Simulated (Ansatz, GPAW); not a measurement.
# Dielectric function and optical constants of Mn3AgP (model structure)

Aim: the dielectric function of Mn3AgP (model structure), and the optical constants that follow from it. The structure is a model built here, which may or may not match a known phase. It was built so: All N replaced by P in the Pm-3m structure of Mn3AgN. The cell is first relaxed with Ansatz.

Calculated with GPAW 26.7.0; DFT, revPBE, plane-wave PAW (GPAW data sets), scalar-relativistic, RPA, optical limit.

This is a report of a sequence of runs, with most program output left out.

## Step 1: Set-up

Symmetry: Pm-3m, No. 221, cubic system. Conventional cell: a = 4.225 Å, b = 4.225 Å, c = 4.225 Å, α = 90.00°, β = 90.00°, γ = 90.00°. Nearest to Ag lie 12 Mn at 2.99 Å. Nearest to Mn lie 2 P at 2.11 Å and 8 Mn at 2.99 Å and 4 Ag at 2.99 Å. P has 6 Mn at 2.11 Å nearest. All N replaced by P in the Pm-3m structure of Mn3AgN. Farther neighbours are not listed.

## Step 2: Relaxation

Spectra hang on bond lengths, so the cell is first brought to its minimum.

This step: DFT, revPBE, plane-wave PAW, default files, scalar-relativistic, relaxation (Ansatz 0.2.0).

input.yaml

```yaml
crystal:
  lattice:
    - [4.22523744, 0.0, 0.0]
    - [0.0, 4.22523744, 0.0]
    - [0.0, 0.0, 4.22523744]
  atoms:
    - { symbol: Ag, position: [0.0, 0.0, 0.0] }
    - { symbol: Mn, position: [0.5, 0.5, 0.0], spin: 4.0 }
    - { symbol: Mn, position: [0.5, 0.0, 0.5], spin: 4.0 }
    - { symbol: Mn, position: [0.0, 0.5, 0.5], spin: 4.0 }
    - { symbol: P, position: [0.5, 0.5, 0.5] }
magnetization:
  spin_polarized: true
kpoints:
  mp_grid: { grid: [5, 5, 5] }
scf:
  occupations: { method: fermi_dirac, width: 0.05 }
hamiltonian:
  xc: revpbe
output:
  forces: true
  stress: true
  write_density: true
  write_potential: true
  elf: true
  volumetric_format: npy
relax:
  f_tol: 0.02
  max_steps: 50
  cell: {}
```

Run with:

```sh
$ ansatz run input.yaml --threads 1 --pin off --max-ram 4096MiB --backend cpu --events-out ev --progress --plain --runs-dir out
```

The job ended after 51 s (1 thread of Arm Neoverse V1, shared host; peak memory 0.41 GiB).

Step by step:

```
step  energy less that of the first step (eV)  largest force component (eV/Å)  pressure (GPa)  volume (Å³)
   1                                   0.0000                          0.0000           14.09        75.43
   2                                  -0.3563                          0.0000            3.49        82.12
   3                                  -0.3870                          0.0000            0.76        84.59
   4                                  -0.3886                          0.0000            0.03        85.37
  5*                                  -0.3930                          0.0000            0.07        85.37
   6                                  -0.3930                          0.0000            0.00        85.45
  7*                                  -0.3930                          0.0000            0.00        85.45
```

Relaxation steps marked * repeat the geometry before them on a plane-wave basis chosen anew for their cell, so energy and pressure can jump there.

Forces are held to the 48 operations that the run works with; a distortion that breaks them can't arise in this run.

```
conventional cell, symmetrised  before  after   change
                         a (Å)   4.225  4.405   +4.2 %
                         b (Å)   4.225  4.405   +4.2 %
                         c (Å)   4.225  4.405   +4.2 %
              volume (Å³/atom)   15.09  17.09  +13.3 %
```

Final coordinates:

```cif
data_structure
_symmetry_space_group_name_H-M 'P 1'
_symmetry_Int_Tables_number 1
_cell_length_a 4.4045
_cell_length_b 4.4045
_cell_length_c 4.4045
_cell_angle_alpha 90.000
_cell_angle_beta 90.000
_cell_angle_gamma 90.000
_cell_volume 85.45
loop_
_atom_site_label
_atom_site_type_symbol
_atom_site_fract_x
_atom_site_fract_y
_atom_site_fract_z
_atom_site_occupancy
Ag1 Ag 0.00000 0.00000 0.00000 1
Mn2 Mn 0.50000 0.50000 0.00000 1
Mn3 Mn 0.50000 0.00000 0.50000 1
Mn4 Mn 0.00000 0.50000 0.50000 1
P5 P 0.50000 0.50000 0.50000 1
```

The relaxation ends with a pressure of 0.00 GPa.

## Step 3: Ground state

First the ground state: is it a metal or has it a gap?

This step: DFT, revPBE, plane-wave PAW (GPAW data sets), scalar-relativistic, ground state (GPAW 26.7.0).

gs.py

```python
from ase import Atoms
from ase.dft.bandgap import bandgap
from gpaw import GPAW, PW, FermiDirac

atoms = Atoms(['Ag', 'Mn', 'Mn', 'Mn', 'P'],
              cell=[[4.40450886, 0.00000000, 0.00000000],
                    [0.00000000, 4.40450886, 0.00000000],
                    [0.00000000, 0.00000000, 4.40450886]],
              scaled_positions=[[1.00000000, 0.00000000, 0.00000000],
                                [0.50000000, 0.50000000, 0.00000000],
                                [0.50000000, 1.00000000, 0.50000000],
                                [0.00000000, 0.50000000, 0.50000000],
                                [0.50000000, 0.50000000, 0.50000000]],
              pbc=[True, True, True])
atoms.set_initial_magnetic_moments([0.0, 4.0, 4.0, 4.0, 0.0])
atoms.calc = GPAW(mode=PW(400), xc='revPBE', kpts={'size': (5, 5, 5), 'gamma': True},
                  occupations=FermiDirac(0.05), maxiter=150, txt='gs.txt')
print('energy (eV)', atoms.get_potential_energy())
print('Fermi level (eV)', atoms.calc.get_fermi_level())
print('valence electrons', atoms.calc.get_number_of_electrons())
print('gap (eV)', bandgap(atoms.calc, output=None)[0])
print('direct gap (eV)', bandgap(atoms.calc, direct=True, output=None)[0])
print('moments', atoms.get_magnetic_moments().round(3).tolist())
atoms.calc.write('gs.gpw')
```

Run with:

```sh
$ OMP_NUM_THREADS=1 python gs.py
```

It took 46 s on 1 thread; peak memory 0.19 GiB.

Read-outs, printed or worked out from the files:

| Quantity | Value |
| --- | --- |
| energy | -34.27 eV |
| Fermi energy | 6.711 eV |
| electrons | 67 |
| site moments | 0.015, 3.212, 3.212, 3.212, -0.102 μB |

There are states at the Fermi level within the smearing, so the occupations stay smeared and the carriers get a Drude term.

## Step 4: Bands for the response

At the fixed density, many empty bands are solved on the mesh of the response, since the spectrum sums over them.

This step: DFT, revPBE, plane-wave PAW (GPAW data sets), scalar-relativistic, bands at fixed density (GPAW 26.7.0).

nscf.py

```python
from ase.dft.bandgap import bandgap
from gpaw import GPAW, FermiDirac

calc = GPAW('gs.gpw').fixed_density(kpts={'size': (8, 8, 8), 'gamma': True}, nbands=70, convergence={'bands': 64},
                                    occupations=FermiDirac(0.05), txt='nscf.txt')
print('gap (eV)', bandgap(calc, output=None)[0])
print('direct gap (eV)', bandgap(calc, direct=True, output=None)[0])
print('top band over the Fermi level (eV)', min(calc.get_eigenvalues(kpt=k)[63] for k in range(len(calc.get_ibz_k_points()))) - calc.get_fermi_level())
calc.write('full.gpw', mode='all')
```

Run with:

```sh
$ OMP_NUM_THREADS=1 python nscf.py
```

Run time: 4 min. Hardware: 1 thread; peak memory 0.31 GiB.

## Step 5: Dielectric function, RPA

Local fields let the induced charge screen the field inside the cell, which as a rule lowers ε, most along directions where the density is uneven.

This step: DFT, revPBE, plane-wave PAW (GPAW data sets), scalar-relativistic, RPA, optical limit (GPAW 26.7.0).

df.py

```python
from gpaw.response.df import DielectricFunction

df = DielectricFunction('full.gpw', frequencies={'type': 'nonlinear', 'domega0': 0.03, 'omega2': 8},
                        ecut=30,
                        eta=0.05,
                        nbands=64,
                        rate=0.1,
                        txt='df.txt')
for direction in ['x']:
    df.get_dielectric_function(xc='RPA', direction=direction, filename=f'df_{direction}.csv')
```

Run with:

```sh
$ OMP_NUM_THREADS=1 python df.py
```

Wall time 61 s (1 thread); peak memory 0.32 GiB.

Some rows of df_x.csv (energy; Re and Im without local fields; Re and Im with them):

```text
0.000000, 762.909450, 0.000000, 762.833382, 0.000000
0.555532, 15.409781, 34.932261, 15.322200, 34.916576
1.143969, 0.844585, 20.078978, 0.778169, 19.992586
1.768324, -1.739715, 11.739793, -1.715876, 11.734798
2.431988, 2.504226, 8.800414, 2.442823, 8.795534
3.138794, 3.628070, 8.411141, 3.657960, 8.480384
3.893091, 2.761241, 7.596628, 2.802426, 7.574153
4.699832, -1.191789, 7.916304, -1.380512, 8.140071
5.564682, -1.301664, 5.420167, -1.384599, 5.554112
6.494155, -1.696044, 4.286926, -1.818342, 4.291044
7.495775, -0.491192, 3.327822, -0.783321, 3.249004
8.578281, -0.983214, 3.385658, -0.989319, 3.049876
9.751884, -1.081232, 1.837238, -1.171802, 1.667620
11.028587, -0.582455, 1.709486, -0.484990, 1.437866
12.422601, -0.271176, 1.054727, -0.261569, 0.996686
13.950874, 0.069454, 0.954453, 0.046211, 0.809786
15.633783, 0.005574, 0.903070, 0.130821, 0.753792
17.496047, -0.038556, 0.627963, 0.150992, 0.700812
```

The Im ε, E ∥ x has structure finer than the step of the table below, so its rows give means over 1 eV, whole bins alone (the curve runs from 0.305 to 19.4 eV). Peaks (eV: height): 0.7: 46.4.

Sum at mesh points, not converged in k. Table of Im ε, E ∥ x by photon energy; means over each step:

```
photon energy (eV)  Im ε, E ∥ x
                 1         28.3
                 2         11.9
                 3         9.37
                 4         8.33
                 5         7.67
                 6         5.35
                 7         3.62
                 8         3.43
                 9         2.73
                10         1.62
                11         1.22
                12        0.998
                13        0.895
                14        0.869
                15        0.820
                16        0.748
                17        0.711
                18        0.631
```

Values under 1 per cm are given as 1; sum at mesh points, not converged in k. Absorption coefficient, E ∥ x against photon energy:

photon energy (eV), log10 absorption coefficient, E ∥ x (1/cm) and a bar from the least value:
```
    0.492        5.2 
    1.010        5.6 ############
    1.486        5.6 ##############
    1.985        5.7 ##############
    2.508        5.7 ###############
    3.018        5.7 ################
    3.510        5.9 #####################
    3.980        5.8 ####################
    4.516        6.0 #########################
    4.981        6.0 #########################
    5.515        6.1 ###########################
    6.021        6.1 ############################
    6.494        6.1 ############################
    6.985        6.1 ###########################
    7.496        6.0 ###########################
    8.026        6.1 ##############################
    8.516        6.1 ############################
    9.023        6.1 ##############################
    9.483        6.1 ##############################
   10.026        6.1 #############################
   10.519        6.1 ############################
   11.029        6.0 ###########################
   11.479        6.1 ###########################
   12.023        6.0 #########################
   12.504        6.0 #########################
   13.000        6.0 #########################
   13.512        6.0 ########################
   14.040        5.9 ########################
   14.493        6.0 #########################
   14.960        6.0 ##########################
   15.536        5.9 #######################
   16.031        6.0 ########################
   16.541        6.0 #########################
   16.959        6.0 ########################
   17.496        6.0 #########################
   18.049        6.0 ########################
   18.504        6.0 ########################
   18.969        5.9 #######################
```

The reflectivity at normal incidence, E ∥ x has structure finer than the step of the table below, so its rows give means over 1 eV, whole bins alone (the curve runs from 0.305 to 19.4 eV). Peaks (eV: height): 2.2: 44.1, 3.4: 44.7, 4.7: 43.3, 6.0: 43.2, 8.0: 39.5, 9.4: 49.3, 11.5: 34.7.

Sum at mesh points, not converged in k. The reflectivity at normal incidence, E ∥ x by photon energy; means over each step:

```
photon energy (eV)  reflectivity at normal incidence, E ∥ x (%)
                 1                                         57.0
                 2                                         43.3
                 3                                         37.0
                 4                                         35.9
                 5                                         40.7
                 6                                         40.8
                 7                                         36.0
                 8                                         34.2
                 9                                         39.0
                10                                         40.9
                11                                         33.3
                12                                         27.2
                13                                         22.6
                14                                         15.9
                15                                         17.3
                16                                         13.2
                17                                         13.1
                18                                         13.3
```

The loss function −Im 1/ε at q → 0, E ∥ x has structure finer than the step of the table below, so its rows give means over 1 eV, whole bins alone (the curve runs from 0.305 to 19.4 eV). Peaks (eV: height): 13.3: 1.31, 15.4: 1.47.

Sum at mesh points, not converged in k. Table of loss function −Im 1/ε at q → 0, E ∥ x by energy loss; means over each step:

```
energy loss (eV)  loss function −Im 1/ε at q → 0, E ∥ x
               1                                 0.0375
               2                                 0.0846
               3                                 0.0992
               4                                  0.115
               5                                  0.128
               6                                  0.170
               7                                  0.248
               8                                  0.266
               9                                  0.282
              10                                  0.396
              11                                  0.628
              12                                  0.880
              13                                   1.08
              14                                   1.14
              15                                   1.23
              16                                   1.28
              17                                   1.34
              18                                   1.50
```

The Im ε, E ∥ x has structure finer than the step of the table below, so its rows give means over 0.5 eV, whole bins alone (the curve runs from 0.305 to 19.4 eV). Peaks (eV: height): without local fields 0.68: 46.4; with local fields 0.68: 46.4.

Sum at mesh points, not converged in k. Im ε, E ∥ x against photon energy; means over each step:

```
photon energy (eV)  without local fields  with local fields
               1.0                  27.4               27.3
               1.5                  17.5               17.4
               2.0                  11.5               11.5
               2.5                  9.32               9.31
               3.0                  8.76               8.80
               3.5                  9.26               9.19
               4.0                  7.84               7.83
               4.5                  9.18               9.36
               5.0                  7.50               7.57
               5.5                  6.26               6.38
               6.0                  5.31               5.41
               6.5                  4.23               4.24
               7.0                  3.56               3.58
               7.5                  3.47               3.40
               8.0                  3.89               3.63
               8.5                  3.32               3.04
               9.0                  3.03               2.82
               9.5                  2.12               2.02
              10.0                  1.82               1.70
              10.5                  1.35               1.25
              11.0                  1.48               1.27
              11.5                  1.21               1.11
              12.0                  1.09              0.978
              12.5                  1.10               1.03
              13.0                 0.949              0.869
              13.5                 0.972              0.846
              14.0                 0.985              0.827
              14.5                  1.20              0.952
              15.0                 0.945              0.814
              15.5                 0.854              0.714
              16.0                 0.921              0.748
              16.5                 0.802              0.748
              17.0                 0.676              0.701
              17.5                 0.615              0.688
              18.0                 0.532              0.629
              18.5                 0.511              0.601
              19.0                 0.471              0.517
```

From ε follow the optical constants at some laser and lamp lines:

```
wavelength (nm)     n      k  R (%)    1/α
           1550  4.33  4.284   63.0  29 nm
           1064  3.26  3.033   52.3  28 nm
            633  2.89  2.128   41.2  24 nm
            405  2.38  1.646   32.7  20 nm
            365  2.49  2.360   44.0  12 nm
            308  2.29  1.775   34.4  14 nm
            248  2.10  1.961   37.6  10 nm
```

A polished face would reflect 41 % of daylight and look faintly yellow (CIE x = 0.328, y = 0.343 under D65).

## Step 6: Summary of results

**Reading.** At this level (revPBE, RPA) Mn3AgP is a metal. The mesh is too coarse to trust the carriers' weight, the reflectivity or the colour to better than tens of per cent. The cell grew by 13.3 % in volume. A polished face would reflect 41 % of daylight and look faintly yellow (CIE x = 0.328, y = 0.343 under D65). The carriers' damping of 0.1 eV is typed, not computed; it shapes the response at the lowest energies. The magnetic state comes from one start and need not be the lowest. The curves end at 19 eV, about where the summed bands run out. The cell grew by 13 % in the relaxation, which can come from the guessed start or, where layers or molecules are weakly bound, from the missing dispersion term; a larger cell lowers ε. In this version of GPAW the matrix elements of the optical limit are incomplete, which can lower ε − 1 by up to a tenth where first-row anions or d states rule, and shift it by more in d metals. GPAW's carrier term has the form −ωp²/(ω + i·rate)², which damps like twice the rate and fails at low energy, so the curves leave the lowest energies out. The sum runs over mesh points 0.18 Å⁻¹ apart with no interpolation, so peaks are partly noise of the mesh, and the Drude plasma energy, a sum over the Fermi surface, isn't converged.

[Machine, clock and banner lines and Python warnings are left out of the logs.]

[Logs are printed without paths, hosts, clocks, repeated set-up lines and the standing remarks that a program may print on its own settings, such as how far it seeks lower states.]

[Hosts, paths, dates, database ids (printed as entryN), source tags and the programs' standing remarks are cut or masked in the printed files.]
